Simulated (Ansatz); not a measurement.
# TaAgO3 (R3c): spin-orbit coupling beyond the local functionals

Wanted: gaps of TaAgO3 (R3c) with and without spin-orbit coupling, with cost.

Main program and level: Ansatz 0.2.0; density functionals with and without spin-orbit coupling, plane waves, PAW.

**The experiments to reproduce.**

- Gap 3.36 eV: indirect optical gap from Kubelka-Munk plot; UV-Vis diffuse reflectance; powder (pristine, solid-state reaction at 900 C) (“Fabrication of ILs-Assisted AgTaO3 Nanoparticles for the Water Splitting Reaction: The Effect of ILs on Morphology and Photoactivity”, 2020, pmc:7559565).

## 1. The system as given

Symmetry: R3c, No. 161, trigonal system. Conventional cell: a = 5.528 Å, b = 5.528 Å, c = 13.716 Å, α = 90.00°, β = 90.00°, γ = 120.00°. Nearest to Ta lie 6 O at 1.96 to 2.03 Å. Ag has 6 O at 2.40 to 2.78 Å nearest. O has 2 Ta at 1.96 to 2.03 Å and 2 Ag at 2.40 to 2.78 Å nearest. Farther neighbours, and contacts between anions beyond the nearest, are not listed.

Geometry: measured cell, ions relaxed with LDA. The runs that relaxed it are not among those shown.

## 2. HSE06, 4×4×4 mesh

This step: DFT, HSE06, plane waves, PAW; PAW set soft_1.

input.yaml

```yaml
crystal:
  lattice:
    - [2.76405, 1.5958250116, 4.5719666667]
    - [-2.76405, 1.5958250116, 4.5719666667]
    - [0.0, -3.1916500231, 4.5719666667]
  atoms:
    - { symbol: Ta, position: [-0.0026385787, -0.0026385787, -0.0026385787] }
    - { symbol: Ta, position: [0.4973614213, 0.4973614213, 0.4973614213] }
    - { symbol: Ag, position: [0.249001027, 0.249001027, 0.249001027] }
    - { symbol: Ag, position: [0.749001027, 0.749001027, 0.749001027] }
    - { symbol: O, position: [0.8177770211, 0.6856263691, 0.2524341615] }
    - { symbol: O, position: [0.2524341615, 0.8177770211, 0.6856263691] }
    - { symbol: O, position: [0.6856263691, 0.2524341615, 0.8177770211] }
    - { symbol: O, position: [0.7524341615, 0.1856263691, 0.3177770211] }
    - { symbol: O, position: [0.1856263691, 0.3177770211, 0.7524341615] }
    - { symbol: O, position: [0.3177770211, 0.7524341615, 0.1856263691] }
kpoints:
  mp_grid: { grid: [4, 4, 4] }
  band_path:
    path:
      - [0.0, 0.0, 0.0]
      - [-0.5, -0.5, -0.5]
      - [-0.24788857, -0.75211143, -0.5]
      - [0.24788857, -0.5, -0.24788857]
      - [0.0, -0.5, 0.0]
      - [0.37394429, -0.37394429, 0.0]
      - [0.0, -0.62605571, -0.37394429]
      - [0.0, -0.5, -0.5]
      - [0.1666666667, 0.1666666667, -0.3333333333]
    npoints: 1
hamiltonian:
  xc: hse06
  pseudopotentials: { kind: paw, azcp: { folder: soft_1 } }
scf:
  occupations: { method: fixed }
  n_extra_bands: 7
output:
  eigenvalues: true
```

Launch:

```
> ansatz run input.yaml --threads 3 --pin off --max-ram 92160MiB --backend cuda --events-out ev --progress --plain --runs-dir out --devices 1 --max-vram 13GiB
```

Standard output:

```text
scf.n_extra_bands = 7 over 50 filled bands (N_el = 100.0): the run solves 57 bands
GPUs: using 1 of 1 available (devices: 1).
Engine: ansatz 0.2.0, x86_64-unknown-linux-gnu
Pseudopotentials: kind: paw
Pseudopotential: Ta, paw, valence charge 13, recommended cutoff 420 eV (normal), soft_1/Ta.paw.azcp
Pseudopotential: Ag, paw, valence charge 19, recommended cutoff 420 eV (normal), soft_1/Ag.paw.azcp
Pseudopotential: O, paw, valence charge 6, recommended cutoff 420 eV (normal), soft_1/O.paw.azcp
Functional definition: HSE06
  parameter a = 0.25
  parameter omega = 0.11/bohr
  exchange = pbe_x - a*pbe_x_sr(omega) + a*exact_x_sr(omega)
  correlation = pbe_c
davidson cushion auto → on  (no smearing: the cushion is to keep the highest requested band from converging to the state above it; pin scf.eigensolver.cushion to override)
device memory: the entry about to start is reckoned to put 3.0 GiB on a device that reports 35.1 GiB free (of which the cap on the GPU budget leaves the run 13.0 GiB)
GPU FFT provider: cuFFT
GPU libraries: cuBLAS 13.8.2, cuFFT 12.4.0, cuSOLVER 12.3.4
Crystal: 10 atoms, lattice volume = 121.000 Å³
Basis set: ecut = 420 eV, 2361 PW (Γ)
Bands: 57, of which v1, the nominal top of the filled ones, is band 50 counted from 1 (49 counted from 0)
Symmetry: 6 space group operations
Space group: R3c (ITA 161), of the structure as read, at distance tolerance 4.9e-5 Å
k-points: 13 of 64 (time reversal used)
Non-local potential: Ta, projectors of the file, l = 0: 3, l = 1: 2, l = 2: 2, l = 3: 1
Non-local potential: Ag, projectors of the file, l = 0: 3, l = 1: 2, l = 2: 2, l = 3: 1
Non-local potential: O, projectors of the file, l = 0: 2, l = 1: 2, l = 2: 1
PAW form: soft (Blöchl's): semilocal exchange-correlation on the pseudo side does not see the compensation charge
PAW frozen core: Ta, regenerated for the run's functional, and the local potential with it (the file was generated under x = pbe(κ = 0.804, μ = 0.219515), c = pbe(β = 0.066725))
PAW frozen core: Ag, regenerated for the run's functional, and the local potential with it (the file was generated under x = pbe(κ = 0.804, μ = 0.219515), c = pbe(β = 0.066725))
PAW frozen core: O, regenerated for the run's functional, and the local potential with it (the file was generated under x = pbe(κ = 0.804, μ = 0.219515), c = pbe(β = 0.066725))
PAW one-centre angular grid: Ta, 590 points (default); XC on 64 Gauss nodes
PAW one-centre angular grid: Ag, 590 points (default); XC on 96 Gauss nodes
PAW one-centre angular grid: O, 110 points (default); XC on 96 Gauss nodes
Initial density: superposition of atomic densities (chi_scale 0.1, normalization cell, long waves kept (reshape's long-wave potential 0.00 eV rms))
Initial wavefunctions: pseudopotential atomic-orbital guess
GPU buffer pool allocated for 64000 grid points (all kernels)
[...]
Frozen-core exchange: fock
SCF iter   1: F=—  HF=-38464.069866 eV  |F-HF|=—  |Δ(HF+E_count)|=         —  Δρ=9.18e-5  dr2=8.86e-6  ethr=1.13e-6  ⟨swp⟩=3.2  Hψ=1747  notcnv=0
preconditioner: auto → none  [insulator: Δε(μ)=3.445 eV  Ē_g=11.328 eV  n_scr=32 (ndim 8)  ℏωp=27.8 eV  f_vac=0.000]
SCF iter   2: F=—  HF=-38464.069864 eV  |F-HF|=—  |Δ(HF+E_count)|=   1.83e-6  Δρ=4.20e-5  dr2=1.30e-6  ethr=6.28e-9  ⟨swp⟩=3.8  Hψ=2127  notcnv=0  defer=1
SCF iter   3: F=—  HF=-38464.069867 eV  |F-HF|=—  |Δ(HF+E_count)|=   3.48e-6  Δρ=3.45e-5  dr2=1.25e-6  ethr=7.88e-10  ⟨swp⟩=5.2  Hψ=2269  notcnv=0  defer=1
iter 4 solved again at ethr=1.69e-12 eV; its pass at ethr=7.88e-10 eV (dr2=1.69e-9 eV) is discarded
SCF iter   4: F=-38464.069867 eV  HF=-38464.069867 eV  |F-HF|=1.18e-9  |Δ(HF+E_count)|=   3.48e-7  Δρ=1.36e-6  dr2=3.62e-9  ethr=2.91e-12 (applied; sched 1.69e-12)  ⟨swp⟩=3.1  Hψ=4112  notcnv=0
SCF 3 converged in 4 iterations: F = -38464.069867 eV  dr2 = 3.62e-9
hybrid outer 2: dexx = +4.317e-6 eV, tail = 8.81e-8 eV, Δε = 4.92e-3 eV (about 1.10e-4 eV left of the loop's levels)
device memory: the entry about to start is reckoned to put 1.1 GiB on a device that reports 34.1 GiB free (of which the cap on the GPU budget leaves the run 13.0 GiB)
NSCF: frozen V_eff on 9 k-points
hybrid SCF converged: 2 outer / 10 inner (+6 warm-up), last move |dexx| = 4.32e-6 eV, tail = 8.81e-8 eV
Stability not checked: this state was not tested for a lower state beside it, because the functional holds exact exchange (a hybrid, or Hartree-Fock), whose exchange loop this test does not read (fock_operator; see scf.lower_state_search)
Free energy (F): -38464.069867 eV
Frozen-core exchange: fock
Harris-Foulkes:  -38464.069868 eV  (|F-HF|=1.18e-9)
Internal energy: -38464.069867 eV  (E = F + TS)
E sigma→0 (E₀):  -38464.069867 eV
Fermi energy:    10.422690 eV
--- Per-component energies (eV) ---
  E_band       = -1094.101682
  E_kinetic    = 2727.063305
  E_local      = -7886.310635  (includes V_loc(G=0)·N_el)
  E_nonlocal   = 364.125206
  E_hartree    = 3412.123531
  E_xc         = -1101.402285
  E_vxc        = -1117.160821  (∫ρ·V_xc dr)
  E_exx        = -349.244130  (= α·E_x^exact, valence–valence)
  E_paw        = -25443.771737  (= ΣΔE_a)
  E_vpaw       = -1307.587763  (= ΣTr[D̂ρ^β])
  E_aug_tail   = 0.005617  (compensation charges beyond the density's cutoff)
  E_ewald      = -10178.633928
  E_core_change = -8.024813  (= ΣΔE_core)
  E_smearing   = -0.000000  (= −TS)
  E_closure    = -0.000000  (closes the sum)
  Σ components = -38464.069867   (vs F -38464.069867, Δ=0.00e0)
--- Band table (eV; the first three rows and the last of 13) ---
  k-point 0: bands = [... 46 lower, 9.6814, 9.8629, 10.3402, 10.3402, 14.0147, 14.0406, 14.0406, 14.5916, ... 3 higher]
  k-point 1: bands = [... 46 lower, 9.7153, 10.1425, 10.2177, 10.3683, 14.5085, 14.6198, 14.7313, 15.7216, ... 3 higher]
  k-point 2: bands = [... 46 lower, 10.0936, 10.0936, 10.3744, 10.3744, 15.5551, 15.5551, 15.9946, 15.9946, ... 3 higher]
  k-point 12: bands = [... 46 lower, 10.1366, 10.1366, 10.1366, 10.1366, 15.4900, 15.4900, 16.2403, 16.2403, ... 3 higher]
```

It took 37 s on 1 × NVIDIA H100 80GB HBM3 (shared by 6 runs) with 3 threads of AMD EPYC 7R13 (Zen 3), shared host; peak memory 1.5 GiB; 74 s of CPU time.

Reading the cycles: dr2 is the Hartree energy of the density residual (eV), the measure of convergence; HF is the Harris–Foulkes estimate of the energy, which meets the free energy F at convergence.

Numbers from this step:

- gap: 3.422 eV
- valence top at: k = (0.167, 0.167, -0.333)
- conduction bottom at: F
- least direct gap: 3.532 eV
- exact-exchange fraction: 0.25

The gap is indirect, with the least direct gap 0.11 eV higher.

## 3. HSE06+SOC, 4×4×4 mesh

Spin-orbit coupling can split or shift the edges; a non-collinear run measures by how much.

This step: DFT, HSE06 with spin-orbit coupling, plane waves, PAW; PAW set soft_1.

Edit input.yaml of step 2 so:

```diff
@@ -32,6 +32,9 @@
   xc: hse06
-  pseudopotentials: { kind: paw, azcp: { folder: soft_1 } }
+  pseudopotentials: { kind: paw_fr, azcp: { folder: soft_1 } }
 scf:
   occupations: { method: fixed }
-  n_extra_bands: 7
+  n_extra_bands: 14
+magnetization:
+  noncollinear: true
+  spin_orbit: true
 output:
```

Standard output:

```text
[...]
GPUs: using 1 of 1 available (devices: 1).
[...]
non-collinear run that drives no moment, with spin-orbit: no starting moment large enough to seed its density (crystal.atoms[].spin), no starting occupations that ask for one, no magnetisation constraint and no magnetic field, so the semilocal B_xc is pinned to zero
[...]
GPU FFT provider: cuFFT
GPU libraries: cuBLAS 13.8.2, cuFFT 12.4.0, cuSOLVER 12.3.4
Crystal: 10 atoms, lattice volume = 121.000 Å³
Basis set: ecut = 420 eV, 2361 PW (Γ)
Bands: 114, of which v1, the nominal top of the filled ones, is band 100 counted from 1 (99 counted from 0)
Symmetry: 6 space group operations + 6 with time reversal
[...]
k-points: 13 of 64 (time reversal used)
Projection manifold: j_resolved (fully-relativistic pseudo-atomic orbitals)
[...]
GPU buffer pool allocated for 64000 grid points (all kernels)
[...]
SCF iter   1: F=—  HF=-38508.136678 eV  |F-HF|=—  |Δ(HF+E_count)|=         —  Δρ=6.97e-2  dr2=5.46e0  dr2_m=0.00e0 (ungated)  ethr=1.00e-1  |M|=0.00e0 ∫|m|=0.00e0 μB  |m|>n=0.0e0 m-floor=0.0e0 τ_xc=0.0e0  β_m=0.30  ⟨swp⟩=3.0  Hψ=5255  notcnv=0
[...]
SCF iter   6: F=-38507.141468 eV  HF=-38507.141575 eV  |F-HF|=1.08e-4  |Δ(HF+E_count)|=   1.91e-4  Δρ=3.18e-4  dr2=1.26e-4  dr2_m=0.00e0 (ungated)  ethr=7.84e-7  |M|=0.00e0 ∫|m|=0.00e0 μB  |m|>n=0.0e0 m-floor=0.0e0 τ_xc=0.0e0  ⟨swp⟩=3.1  Hψ=4438  notcnv=0
SCF 1 stopped early in 6 iterations: F = -38507.141468 eV  dr2 = 1.26e-4
[...]
GPU FFT provider: cuFFT
GPU libraries: cuBLAS 13.8.2, cuFFT 12.4.0, cuSOLVER 12.3.4
Projection manifold: j_resolved (fully-relativistic pseudo-atomic orbitals)
[...]
GPU buffer pool allocated for 64000 grid points (all kernels)
[...]
Frozen-core exchange: fock
SCF iter   1: F=—  HF=-38472.224959 eV  |F-HF|=—  |Δ(HF+E_count)|=         —  Δρ=1.48e-2  dr2=4.00e-1  dr2_m=0.00e0 (ungated)  ethr=1.26e-6  |M|=0.00e0 ∫|m|=0.00e0 μB  |m|>n=0.0e0 m-floor=0.0e0 τ_xc=0.0e0  β_m=0.30  ⟨swp⟩=6.5  Hψ=7505  notcnv=0
[...]
SCF iter   6: F=-38472.151622 eV  HF=-38472.151663 eV  |F-HF|=4.07e-5  |Δ(HF+E_count)|=   1.00e-4  Δρ=1.85e-4  dr2=5.16e-5  dr2_m=0.00e0 (ungated)  ethr=3.95e-7  |M|=0.00e0 ∫|m|=0.00e0 μB  |m|>n=0.0e0 m-floor=0.0e0 τ_xc=0.0e0  ⟨swp⟩=3.0  Hψ=4007  notcnv=0
SCF 2 stopped early in 6 iterations: F = -38472.151622 eV  dr2 = 5.16e-5
[...]
hybrid outer 1: dexx = +5.948e-2 eV, tail = 2.44e-4 eV
GPU FFT provider: cuFFT
GPU libraries: cuBLAS 13.8.2, cuFFT 12.4.0, cuSOLVER 12.3.4
Projection manifold: j_resolved (fully-relativistic pseudo-atomic orbitals)
GPU buffer pool allocated for 64000 grid points (all kernels)
[...]
Frozen-core exchange: fock
SCF iter   1: F=—  HF=-38472.151442 eV  |F-HF|=—  |Δ(HF+E_count)|=         —  Δρ=1.40e-4  dr2=2.39e-5  dr2_m=0.00e0 (ungated)  ethr=1.22e-6  |M|=0.00e0 ∫|m|=0.00e0 μB  |m|>n=0.0e0 m-floor=0.0e0 τ_xc=0.0e0  β_m=0.30  ⟨swp⟩=3.2  Hψ=3485  notcnv=0
[...]
SCF iter   5: F=-38472.151437 eV  HF=-38472.151437 eV  |F-HF|=4.37e-11  |Δ(HF+E_count)|=   3.78e-8  Δρ=1.03e-6  dr2=5.89e-9  dr2_m=0.00e0 (ungated)  ethr=1.19e-10  |M|=0.00e0 ∫|m|=0.00e0 μB  |m|>n=0.0e0 m-floor=0.0e0 τ_xc=0.0e0  ⟨swp⟩=3.1  Hψ=4072  notcnv=0
SCF 3 converged in 5 iterations: F = -38472.151437 eV  dr2 = 5.89e-9
[...]
NSCF: frozen V_eff on 9 k-points
[...]
Magnetization: |M| = 0.0000 μB,  M = (+0.0000, +0.0000, +0.0000) μB
Absolute magnetization: 0.0000 μB (∫|m|)
  site 0: m = (+0.0000, +0.0000, +0.0000) μB, |m| = 0.0000 μB  (R = 0.81 Å)
  site 1: m = (+0.0000, +0.0000, +0.0000) μB, |m| = 0.0000 μB  (R = 0.81 Å)
  site 2: m = (+0.0000, +0.0000, +0.0000) μB, |m| = 0.0000 μB  (R = 0.99 Å)
  site 3: m = (+0.0000, +0.0000, +0.0000) μB, |m| = 0.0000 μB  (R = 0.99 Å)
  site 4: m = (+0.0000, +0.0000, +0.0000) μB, |m| = 0.0000 μB  (R = 0.81 Å)
  site 5: m = (+0.0000, +0.0000, +0.0000) μB, |m| = 0.0000 μB  (R = 0.81 Å)
  site 6: m = (+0.0000, +0.0000, +0.0000) μB, |m| = 0.0000 μB  (R = 0.81 Å)
  site 7: m = (+0.0000, +0.0000, +0.0000) μB, |m| = 0.0000 μB  (R = 0.81 Å)
  site 8: m = (+0.0000, +0.0000, +0.0000) μB, |m| = 0.0000 μB  (R = 0.81 Å)
  site 9: m = (+0.0000, +0.0000, +0.0000) μB, |m| = 0.0000 μB  (R = 0.81 Å)
Free energy (F): -38472.151437 eV
Frozen-core exchange: fock
[...]
Internal energy: -38472.151437 eV  (E = F + TS)
E sigma→0 (E₀):  -38472.151437 eV
Fermi energy:    10.475933 eV
[...]
--- Band table (eV; the first three rows and the last of 13) ---
  k-point 0: bands = [... 96 lower, 10.2994, 10.2994, 10.4033, 10.4033, 13.8911, 13.8911, 13.9149, 13.9149, ... 10 higher]
  k-point 1: bands = [... 96 lower, 10.2377, 10.2450, 10.3963, 10.4132, 14.3950, 14.4411, 14.5443, 14.5880, ... 10 higher]
  k-point 2: bands = [... 96 lower, 10.4062, 10.4062, 10.4197, 10.4197, 15.4685, 15.4685, 15.5452, 15.5452, ... 10 higher]
  k-point 12: bands = [... 96 lower, 10.1978, 10.1978, 10.1978, 10.1978, 15.4599, 15.4599, 15.4599, 15.4599, ... 10 higher]
```

Wall time 2.2 min (1 × NVIDIA H100 80GB HBM3 (shared by 6 runs) with 3 threads); peak memory 2.9 GiB.

This step gave:

* gap: 3.367 eV
* valence top at: k = (0.167, 0.167, -0.333)
* conduction bottom at: F
* least direct gap: 3.408 eV
* exact-exchange fraction: 0.25

The gap stands −0.06 eV against HSE06.

## 4. Together

Times are wall times on 1 × NVIDIA H100 80GB HBM3 (shared by 6 runs) with 3 threads of AMD EPYC 7R13 (Zen 3), shared host, good to a factor of about two.

| level | gap (eV) | with coupling (eV) | change (eV) | time | with coupling |
| --- | --- | --- | --- | --- | --- |
| HSE06 | 3.42 | 3.37 | −0.06 | 37 s | 2.2 min |

## 5. Outcome

```
HSE06     : 3.42 eV
HSE06+SOC : 3.37 eV
```

What this shows: Spin-orbit coupling changes the gap by −0.06 eV and the least direct gap by −0.12 eV. Against experiment, by HSE06+SOC: the gap of 3.37 eV lies +0.01 eV from the measured 3.36 eV (indirect, 2020). The lattice is static and excitons are left out.

[Long decimals in the printed logs are rounded to 6 places.]

[Logs are printed without paths, hosts, clocks, repeated set-up lines and the standing remarks that a program may print on its own settings, such as how far it seeks lower states.]

[Paths, hosts, dates, memory and timing lines, banners, echoed tables and standing remarks are left out of the program output; an Ansatz launch command may be rebuilt from the run's recorded settings. Measured values are a selection of at most five: reports struck by readers or far from the other reports are left out. None is set beside runs whose start may be inverted or whose files or cutoffs have a known fault.]

[Runs of the session that timed out or met a known fault of the program may be left out.]

[Cells called generated may have been cut or substituted from an entry of the Crystallography Open Database or the Materials Project.]

[Hosts, paths, dates, database ids (printed as entryN), source tags and the programs' standing remarks are cut or masked in the printed files.]

[Where the starting crystal was built by hand or by swapping elements, it need not be the compound's stable phase.]
